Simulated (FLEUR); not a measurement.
# Fe: magnetism against the volume

Aim: follow the moments and order energies of Fe as the volume changes.

Calculated with FLEUR MaX-R8.1; PBE; all-electron FLAPW, Dirac cores, scalar-relativistic bands.

Most raw output is cut from this account.

The database entry behind the starting cell differs from later determinations by our own check (an axis about 0.7 % long against later determinations), so it need not match the best structure at ambient conditions.

### 1. Starting point

The structure is cubic, space group Im-3m (No. 229). The conventional cell has a = 2.886 Å, b = 2.886 Å, c = 2.886 Å, α = 90.00°, β = 90.00°, γ = 90.00°. Nearest to Fe lie 8 Fe at 2.50 Å.

Structure file:

```xyz
1
Lattice="-1.4430 1.4430 1.4430 1.4430 -1.4430 1.4430 1.4430 1.4430 -1.4430" Properties=species:S:1:pos:R:3 pbc="T T T"
Fe    0.0000    0.0000    0.0000
```

### 2. Factor 1, start ferro +

The scan starts at the cell as given.

All lengths change alike; the factor is that of the volume. Atoms keep their fractional places. Spheres, Kmax and the mesh are the same at all points, the spheres being those of the tightest cell. inpgen writes inp.xml from crystal.txt; cutoffs, mixing, functional, smearing and local orbitals are then set in the file. The k list default-1 (kpts.xml, not shown) is a Γ-centred 14×14×14 mesh; where the ranks do not divide the number of points, some are split in two of half the weight.

Contents of inp.xml:

```
<?xml version="1.0" encoding="UTF-8" standalone="no"?>
<fleurInput fleurInputVersion="0.39">
   <comment>
      Fe
   </comment>
   <calculationSetup>
      <cutoffs Kmax="3.71" Gmax="11.1" GmaxXC="11.1" numbands="0"/>
      <scfLoop itmax="110" minDistance="0.00002" maxIterBroyd="15" imix="Anderson" alpha="0.05" precondParam="0.0" spinf="2.0" sdNocoIR="T"/>
      <coreElectrons ctail="T" frcor="F" kcrel="0" coretail_lmax="0"/>
      <xcFunctional name="pbe" relativisticCorrections="F"/>
      <magnetism jspins="2"/>
      <soc l_soc="F" theta="0.0" phi="0.0" spav="F"/>
      <expertModes spex="0" secvar="F"/>
      <geometryOptimization l_f="F" forcealpha="1.0" forcemix="BFGS" epsdisp="0.00001" epsforce="0.00001"/>
      <ldaU l_linMix="F" mixParam="0.05" spinf="1.0"/>
   </calculationSetup>
   <cell>
      <bzIntegration valenceElectrons="16.0" mode="hist" fermiSmearingEnergy="0.00183747">
         <kPointListSelection listName="default-1"/>
         <xi:include xmlns:xi="http://www.w3.org/2001/XInclude" href="kpts.xml"> </xi:include>
      </bzIntegration>
      <xi:include xmlns:xi="http://www.w3.org/2001/XInclude" href="sym.xml"> </xi:include>
      <bulkLattice scale="1.0">
         <bravaisMatrix>
            <row-1>   -2.7268747977977998     2.7268747977977998     2.7268747977977998</row-1>
            <row-2>    2.7268747977977998    -2.7268747977977998     2.7268747977977998</row-2>
            <row-3>    2.7268747977977998     2.7268747977977998    -2.7268747977977998</row-3>
         </bravaisMatrix>
      </bulkLattice>
   </cell>
   <atomSpecies>
      <species name="Iron (Fe) 2.800" element="Fe" atomicNumber="26">
         <mtSphere radius="2.21" gridPoints="731" logIncrement="0.017"/>
         <atomicCutoffs lmax="8" lnonsphr="6"/>
         <electronConfig flipSpins="F">
            <coreConfig>(1s1/2) (2s1/2) (2p1/2) (2p3/2)</coreConfig>
            <valenceConfig>(3s1/2) (3p1/2) (3p3/2) (4s1/2) (3d3/2) (3d5/2)</valenceConfig>
            <stateOccupation state="(3d3/2)" spinUp="1.4" spinDown="1.0"/>
            <stateOccupation state="(3d5/2)" spinUp="3.0" spinDown="0.6"/>
         </electronConfig>
         <energyParameters s="4" p="4" d="3" f="4"/>
         <lo type="SCLO" l="0" n="3" eDeriv="0"/>
         <lo type="SCLO" l="1" n="3" eDeriv="0"/>
      </species>
   </atomSpecies>
   <atomGroups>
      <atomGroup species="Iron (Fe) 2.800">
         <relPos label="                   1">.0000000000 .0000000000 .0000000000</relPos>
         <force calculate="T" relaxXYZ="TTT"/>
      </atomGroup>
   </atomGroups>
   <output dos="F" band="F" slice="F">
      <bandDOS minEnergy="-.5*Htr" maxEnergy="0.5*Htr" sigma="0.015" storeEVData="T"/>
      <plotting iplot="0" polar="F">
         <plot TwoD="T" vec1="  1.0  0.0  0.0" vec2="  0.0  1.0  0.0" vec3="  0.0  0.0  1.0" zero="  0.0  0.0  0.0" file="plot"/>
      </plotting>
      <moessbauerParams electricFieldGradient="F" isomerShift="F" coreHyperfine="F" valenceHyperfine="F"/>
   </output>
</fleurInput>
```

Contents of crystal.txt:

```
Fe
&input film=F cartesian=F /
-1.44300000000  1.44300000000  1.44300000000
1.44300000000  -1.44300000000  1.44300000000
1.44300000000  1.44300000000  -1.44300000000
1.8897261246
1.0 1.0 1.0

1
26 0.00000000000  0.00000000000  0.00000000000 : 2.800

&kpt div1=14 div2=14 div3=14 gamma=T /
```

The run is started by

```
$ OMP_NUM_THREADS=1 inpgen -f crystal.txt > inpgen.log  # inp.xml is then edited as shown
$ OMP_NUM_THREADS=1 mpirun -n 4 fleur_MPI > fleur.log
```

Run time: 7.2 s. Hardware: 4 MPI ranks of Arm Neoverse V1, shared host; peak memory 0.15 GiB; 28 s of CPU time.

Numbers from this step:

```
free energy                                                       : -34634.7128 eV
program's band gap on this mesh (in a metal only a level spacing) : 0.02424 eV
magnetization                                                     : 2.266 μB
final state                                                       : ferromagnetic
largest moment                                                    : 2.326 μB
```

After 19 cycles the largest moment stands at 2.33 μB.

### 3. Factor 1, start antiferro q=(0,0,1/2) +-

The k list default-1 (kpts.xml, not shown) is a Γ-centred 14×14×7 mesh.

Edit inp.xml of step 2 so:

```diff
@@ -17,3 +17,3 @@
    <cell>
-      <bzIntegration valenceElectrons="16.0" mode="hist" fermiSmearingEnergy="0.00183747">
+      <bzIntegration valenceElectrons="32.0" mode="hist" fermiSmearingEnergy="0.00183747">
          <kPointListSelection listName="default-1"/>
@@ -26,3 +26,3 @@
             <row-2>    2.7268747977977998    -2.7268747977977998     2.7268747977977998</row-2>
-            <row-3>    2.7268747977977998     2.7268747977977998    -2.7268747977977998</row-3>
+            <row-3>    5.4537495955955997     5.4537495955955997    -5.4537495955955997</row-3>
          </bravaisMatrix>
@@ -44,2 +44,15 @@
       </species>
+      <species name="Iron (Fe) -2.800" element="Fe" atomicNumber="26">
+         <mtSphere radius="2.21" gridPoints="731" logIncrement="0.017"/>
+         <atomicCutoffs lmax="8" lnonsphr="6"/>
+         <electronConfig flipSpins="F">
+            <coreConfig>(1s1/2) (2s1/2) (2p1/2) (2p3/2)</coreConfig>
+            <valenceConfig>(3s1/2) (3p1/2) (3p3/2) (4s1/2) (3d3/2) (3d5/2)</valenceConfig>
+            <stateOccupation state="(3d3/2)" spinUp="1.0" spinDown="1.4"/>
+            <stateOccupation state="(3d5/2)" spinUp="0.6" spinDown="3.0"/>
+         </electronConfig>
+         <energyParameters s="4" p="4" d="3" f="4"/>
+         <lo type="SCLO" l="0" n="3" eDeriv="0"/>
+         <lo type="SCLO" l="1" n="3" eDeriv="0"/>
+      </species>
    </atomSpecies>
@@ -48,2 +61,6 @@
          <relPos label="                   1">.0000000000 .0000000000 .0000000000</relPos>
+         <force calculate="T" relaxXYZ="TTT"/>
+      </atomGroup>
+      <atomGroup species="Iron (Fe) -2.800">
+         <relPos label="                   2">.0000000000 .0000000000 1.000/2.000</relPos>
          <force calculate="T" relaxXYZ="TTT"/>
```

Contents of crystal.txt:

```
Fe
&input film=F cartesian=F /
-1.44300000000  1.44300000000  1.44300000000
1.44300000000  -1.44300000000  1.44300000000
2.88600000000  2.88600000000  -2.88600000000
1.8897261246
1.0 1.0 1.0

2
26 0.00000000000  0.00000000000  0.00000000000 : 2.800
26 0.00000000000  0.00000000000  0.50000000000 : -2.800

&kpt div1=14 div2=14 div3=7 gamma=T /
```

It took 71 s on 4 MPI ranks; peak memory 0.26 GiB.

Numbers from this step:

```
free energy                                                       : -69268.9889 eV
program's band gap on this mesh (in a metal only a level spacing) : 5.60e-9 eV
magnetization                                                     : 0 μB
final state                                                       : antiferromagnetic
largest moment                                                    : 2.130 μB
```

After 27 cycles the largest moment stands at 2.13 μB.

### 4. Factor 1, start no spin polarisation

The k list default-1 (kpts.xml, not shown) is a Γ-centred 14×14×14 mesh.

Contents of inp.xml:

```
<?xml version="1.0" encoding="UTF-8" standalone="no"?>
<fleurInput fleurInputVersion="0.39">
   <comment>
      Fe
   </comment>
   <calculationSetup>
      <cutoffs Kmax="3.71" Gmax="11.1" GmaxXC="11.1" numbands="0"/>
      <scfLoop itmax="110" minDistance="0.00002" maxIterBroyd="15" imix="Anderson" alpha="0.05" precondParam="0.0" spinf="2.0" sdNocoIR="T"/>
      <coreElectrons ctail="T" frcor="F" kcrel="0" coretail_lmax="0"/>
      <xcFunctional name="pbe" relativisticCorrections="F"/>
      <magnetism jspins="1"/>
      <soc l_soc="F" theta="0.0" phi="0.0" spav="F"/>
      <expertModes spex="0" secvar="F"/>
      <geometryOptimization l_f="F" forcealpha="1.0" forcemix="BFGS" epsdisp="0.00001" epsforce="0.00001"/>
      <ldaU l_linMix="F" mixParam="0.05" spinf="1.0"/>
   </calculationSetup>
   <cell>
      <bzIntegration valenceElectrons="16.0" mode="hist" fermiSmearingEnergy="0.00183747">
         <kPointListSelection listName="default-1"/>
         <xi:include xmlns:xi="http://www.w3.org/2001/XInclude" href="kpts.xml"> </xi:include>
      </bzIntegration>
      <xi:include xmlns:xi="http://www.w3.org/2001/XInclude" href="sym.xml"> </xi:include>
      <bulkLattice scale="1.0">
         <bravaisMatrix>
            <row-1>   -2.7268747977977998     2.7268747977977998     2.7268747977977998</row-1>
            <row-2>    2.7268747977977998    -2.7268747977977998     2.7268747977977998</row-2>
            <row-3>    2.7268747977977998     2.7268747977977998    -2.7268747977977998</row-3>
         </bravaisMatrix>
      </bulkLattice>
   </cell>
   <atomSpecies>
      <species name="Iron (Fe)" element="Fe" atomicNumber="26">
         <mtSphere radius="2.21" gridPoints="731" logIncrement="0.017"/>
         <atomicCutoffs lmax="8" lnonsphr="6"/>
         <electronConfig flipSpins="F">
            <coreConfig>(1s1/2) (2s1/2) (2p1/2) (2p3/2)</coreConfig>
            <valenceConfig>(3s1/2) (3p1/2) (3p3/2) (4s1/2) (3d3/2) (3d5/2)</valenceConfig>
            <stateOccupation state="(3d3/2)" spinUp="1.200000" spinDown="1.200000"/>
            <stateOccupation state="(3d5/2)" spinUp="1.800000" spinDown="1.800000"/>
         </electronConfig>
         <energyParameters s="4" p="4" d="3" f="4"/>
         <lo type="SCLO" l="0" n="3" eDeriv="0"/>
         <lo type="SCLO" l="1" n="3" eDeriv="0"/>
      </species>
   </atomSpecies>
   <atomGroups>
      <atomGroup species="Iron (Fe)">
         <relPos label="                   1">.0000000000 .0000000000 .0000000000</relPos>
         <force calculate="T" relaxXYZ="TTT"/>
      </atomGroup>
   </atomGroups>
   <output dos="F" band="F" slice="F">
      <bandDOS minEnergy="-.5*Htr" maxEnergy="0.5*Htr" sigma="0.015" storeEVData="T"/>
      <plotting iplot="0" polar="F">
         <plot TwoD="T" vec1="  1.0  0.0  0.0" vec2="  0.0  1.0  0.0" vec3="  0.0  0.0  1.0" zero="  0.0  0.0  0.0" file="plot"/>
      </plotting>
      <moessbauerParams electricFieldGradient="F" isomerShift="F" coreHyperfine="F" valenceHyperfine="F"/>
   </output>
</fleurInput>
```

Contents of crystal.txt:

```
Fe
&input film=F cartesian=F /
-1.44300000000  1.44300000000  1.44300000000
1.44300000000  -1.44300000000  1.44300000000
1.44300000000  1.44300000000  -1.44300000000
1.8897261246
1.0 1.0 1.0

1
26 0.00000000000  0.00000000000  0.00000000000

&kpt div1=14 div2=14 div3=14 gamma=T /
```

Elapsed: 3.5 s, on 4 MPI ranks; peak memory 0.14 GiB; 14 s of CPU time.

This step gave:

```
free energy                                                       : -34634.1239 eV
program's band gap on this mesh (in a metal only a level spacing) : 1.06e-4 eV
final state                                                       : non-magnetic (no spin polarisation)
```

### 5. Factor 1.12, start ferro +

The farthest finished point is shown in full.

Edit inp.xml of step 4 so:

```diff
@@ -10,3 +10,3 @@
       <xcFunctional name="pbe" relativisticCorrections="F"/>
-      <magnetism jspins="1"/>
+      <magnetism jspins="2"/>
       <soc l_soc="F" theta="0.0" phi="0.0" spav="F"/>
@@ -24,5 +24,5 @@
          <bravaisMatrix>
-            <row-1>   -2.7268747977977998     2.7268747977977998     2.7268747977977998</row-1>
-            <row-2>    2.7268747977977998    -2.7268747977977998     2.7268747977977998</row-2>
-            <row-3>    2.7268747977977998     2.7268747977977998    -2.7268747977977998</row-3>
+            <row-1>   -2.8318562608212061     2.8318562608212061     2.8318562608212061</row-1>
+            <row-2>    2.8318562608212061    -2.8318562608212061     2.8318562608212061</row-2>
+            <row-3>    2.8318562608212061     2.8318562608212061    -2.8318562608212061</row-3>
          </bravaisMatrix>
@@ -31,3 +31,3 @@
    <atomSpecies>
-      <species name="Iron (Fe)" element="Fe" atomicNumber="26">
+      <species name="Iron (Fe) 2.800" element="Fe" atomicNumber="26">
          <mtSphere radius="2.21" gridPoints="731" logIncrement="0.017"/>
@@ -37,4 +37,4 @@
             <valenceConfig>(3s1/2) (3p1/2) (3p3/2) (4s1/2) (3d3/2) (3d5/2)</valenceConfig>
-            <stateOccupation state="(3d3/2)" spinUp="1.200000" spinDown="1.200000"/>
-            <stateOccupation state="(3d5/2)" spinUp="1.800000" spinDown="1.800000"/>
+            <stateOccupation state="(3d3/2)" spinUp="1.4" spinDown="1.0"/>
+            <stateOccupation state="(3d5/2)" spinUp="3.0" spinDown="0.6"/>
          </electronConfig>
@@ -46,3 +46,3 @@
    <atomGroups>
-      <atomGroup species="Iron (Fe)">
+      <atomGroup species="Iron (Fe) 2.800">
          <relPos label="                   1">.0000000000 .0000000000 .0000000000</relPos>
```

Contents of crystal.txt:

```
Fe
&input film=F cartesian=F /
-1.49855379780  1.49855379780  1.49855379780
1.49855379780  -1.49855379780  1.49855379780
1.49855379780  1.49855379780  -1.49855379780
1.8897261246
1.0 1.0 1.0

1
26 0.00000000000  0.00000000000  0.00000000000 : 2.800

&kpt div1=14 div2=14 div3=14 gamma=T /
```

It took 6.1 s on 4 MPI ranks; peak memory 0.17 GiB; 24 s of CPU time.

Spin moment in the muffin-tin sphere by atom:

| atom | spin moment in the muffin-tin sphere (μB) |
| --- | --- |
| Fe1 | 2.66 |

Numbers from this step:

```
free energy                                                       : -34634.5846 eV
program's band gap on this mesh (in a metal only a level spacing) : 0.002947 eV
magnetization                                                     : 2.576 μB
final state                                                       : ferromagnetic
```

After 15 cycles the largest moment stands at 2.66 μB.

### 6. Factor 1.12, start antiferro q=(0,0,1/2) +-

The k list default-1 (kpts.xml, not shown) is a Γ-centred 14×14×7 mesh.

Edit inp.xml of step 5 so:

```diff
@@ -17,3 +17,3 @@
    <cell>
-      <bzIntegration valenceElectrons="16.0" mode="hist" fermiSmearingEnergy="0.00183747">
+      <bzIntegration valenceElectrons="32.0" mode="hist" fermiSmearingEnergy="0.00183747">
          <kPointListSelection listName="default-1"/>
@@ -26,3 +26,3 @@
             <row-2>    2.8318562608212061    -2.8318562608212061     2.8318562608212061</row-2>
-            <row-3>    2.8318562608212061     2.8318562608212061    -2.8318562608212061</row-3>
+            <row-3>    5.6637125216424122     5.6637125216424122    -5.6637125216424122</row-3>
          </bravaisMatrix>
@@ -44,2 +44,15 @@
       </species>
+      <species name="Iron (Fe) -2.800" element="Fe" atomicNumber="26">
+         <mtSphere radius="2.21" gridPoints="731" logIncrement="0.017"/>
+         <atomicCutoffs lmax="8" lnonsphr="6"/>
+         <electronConfig flipSpins="F">
+            <coreConfig>(1s1/2) (2s1/2) (2p1/2) (2p3/2)</coreConfig>
+            <valenceConfig>(3s1/2) (3p1/2) (3p3/2) (4s1/2) (3d3/2) (3d5/2)</valenceConfig>
+            <stateOccupation state="(3d3/2)" spinUp="1.0" spinDown="1.4"/>
+            <stateOccupation state="(3d5/2)" spinUp="0.6" spinDown="3.0"/>
+         </electronConfig>
+         <energyParameters s="4" p="4" d="3" f="4"/>
+         <lo type="SCLO" l="0" n="3" eDeriv="0"/>
+         <lo type="SCLO" l="1" n="3" eDeriv="0"/>
+      </species>
    </atomSpecies>
@@ -48,2 +61,6 @@
          <relPos label="                   1">.0000000000 .0000000000 .0000000000</relPos>
+         <force calculate="T" relaxXYZ="TTT"/>
+      </atomGroup>
+      <atomGroup species="Iron (Fe) -2.800">
+         <relPos label="                   2">.0000000000 .0000000000 1.000/2.000</relPos>
          <force calculate="T" relaxXYZ="TTT"/>
```

Contents of crystal.txt:

```
Fe
&input film=F cartesian=F /
-1.49855379780  1.49855379780  1.49855379780
1.49855379780  -1.49855379780  1.49855379780
2.99710759560  2.99710759560  -2.99710759560
1.8897261246
1.0 1.0 1.0

2
26 0.00000000000  0.00000000000  0.00000000000 : 2.800
26 0.00000000000  0.00000000000  0.50000000000 : -2.800

&kpt div1=14 div2=14 div3=7 gamma=T /
```

Wall time 70 s (4 MPI ranks); peak memory 0.27 GiB; 4.6 min of CPU time.

Read from the output:

```
free energy                                                       : -69268.7101 eV
program's band gap on this mesh (in a metal only a level spacing) : 1.57e-8 eV
magnetization                                                     : 0 μB
final state                                                       : antiferromagnetic
largest moment                                                    : 2.450 μB
```

After 24 cycles the largest moment stands at 2.45 μB.

### 7. All points

In all 27 runs were made at the factors 0.88, 0.91, 0.94, 0.97, 1, 1.03, 1.06, 1.09 and 1.12, of which 27 converged. The tables hold the factors at which the parallel start converged, and CPU times count converged runs alone. Differences are of free energies.

Final states:

| volume factor | ferro + | antiferro q=(0,0,1/2) +- | no spin polarisation | CPU time (s) |
| --- | --- | --- | --- | --- |
| 0.88 | ferromagnetic | antiferromagnetic | non-magnetic | 297.8 |
| 0.91 | ferromagnetic | antiferromagnetic | non-magnetic | 305.7 |
| 0.94 | ferromagnetic | antiferromagnetic | non-magnetic | 321.3 |
| 0.97 | ferromagnetic | antiferromagnetic | non-magnetic | 309.9 |
| 1 | ferromagnetic | antiferromagnetic | non-magnetic | 325.1 |
| 1.03 | ferromagnetic | antiferromagnetic | non-magnetic | 322.2 |
| 1.06 | ferromagnetic | antiferromagnetic | non-magnetic | 316.8 |
| 1.09 | ferromagnetic | antiferromagnetic | non-magnetic | 311.2 |
| 1.12 | ferromagnetic | antiferromagnetic | non-magnetic | 316.3 |

The energy over the lowest point, ferro + by volume factor:

| volume factor | energy over the lowest point, ferro + (meV a primitive cell) |
| --- | --- |
| 0.8800 | 45.8 |
| 0.9100 | 14.2 |
| 0.9400 | 0 |
| 0.9700 | 3.66 |
| 1.0000 | 19.7 |
| 1.0300 | 43.5 |
| 1.0600 | 75.0 |
| 1.0900 | 108 |
| 1.1200 | 148 |

Largest sphere moment against volume factor:

| volume factor | ferro + (μB) | antiferro q=(0,0,1/2) +- (μB) |
| --- | --- | --- |
| 0.8800 | 2.16 | 1.73 |
| 0.9100 | 2.19 | 1.82 |
| 0.9400 | 2.23 | 1.92 |
| 0.9700 | 2.27 | 2.02 |
| 1.0000 | 2.33 | 2.13 |
| 1.0300 | 2.43 | 2.23 |
| 1.0600 | 2.57 | 2.31 |
| 1.0900 | 2.62 | 2.38 |
| 1.1200 | 2.66 | 2.45 |

Table of net moment, ferro + by volume factor:

| volume factor | net moment, ferro + (μB a primitive cell) |
| --- | --- |
| 0.8800 | 2.12 |
| 0.9100 | 2.15 |
| 0.9400 | 2.18 |
| 0.9700 | 2.22 |
| 1.0000 | 2.27 |
| 1.0300 | 2.37 |
| 1.0600 | 2.49 |
| 1.0900 | 2.54 |
| 1.1200 | 2.58 |

Table of energy less that of the parallel start by volume factor; values in meV a seeded atom:

| volume factor | antiferro q=(0,0,1/2) +- | no spin polarisation |
| --- | --- | --- |
| 0.8800 | 194 | 430 |
| 0.9100 | 205 | 472 |
| 0.9400 | 212 | 513 |
| 0.9700 | 216 | 551 |
| 1.0000 | 218 | 589 |
| 1.0300 | 219 | 627 |
| 1.0600 | 222 | 667 |
| 1.0900 | 226 | 710 |
| 1.1200 | 230 | 752 |

### 8. Summary of results

```
largest moment, parallel start                         : 2.16 μB at 0.88, 2.66 μB at 1.12
net moment, parallel start                             : 2.12 to 2.58 μB a primitive cell
start antiferro q=(0,0,1/2) +- less the parallel start : +194.4 meV at 0.88, +229.6 meV at 1.12, a seeded atom
spinless run less the parallel start                   : +429.7 meV at 0.88, +752.2 meV at 1.12, a seeded atom
```

In words: The largest moment of the parallel start goes from 2.16 μB at 0.88 to 2.66 μB at 1.12. Its energy is least at 0.94 of the points run. The start antiferro q=(0,0,1/2) +- lies over the parallel start at every point where both finished. The spinless run lies over the parallel start at every point where both finished. The opposed order is one of several, taken for its small cell; another can lie lower, so the scan does not name the ground state. Atoms were not relaxed at any point.

[Logs and program files are shortened in this print: banners, set-up blocks, solver, clock and traceback lines can be left out without a mark of their own.]

[Logs are printed without paths, hosts, clocks, repeated set-up lines and the standing remarks that a program may print on its own settings, such as how far it seeks lower states.]

[Hosts, paths, dates, database ids (printed as entryN), source tags and the programs' standing remarks are cut or masked in the printed files.]

[Where a cell is said to come from a database of computed structures, the database is the Materials Project.]
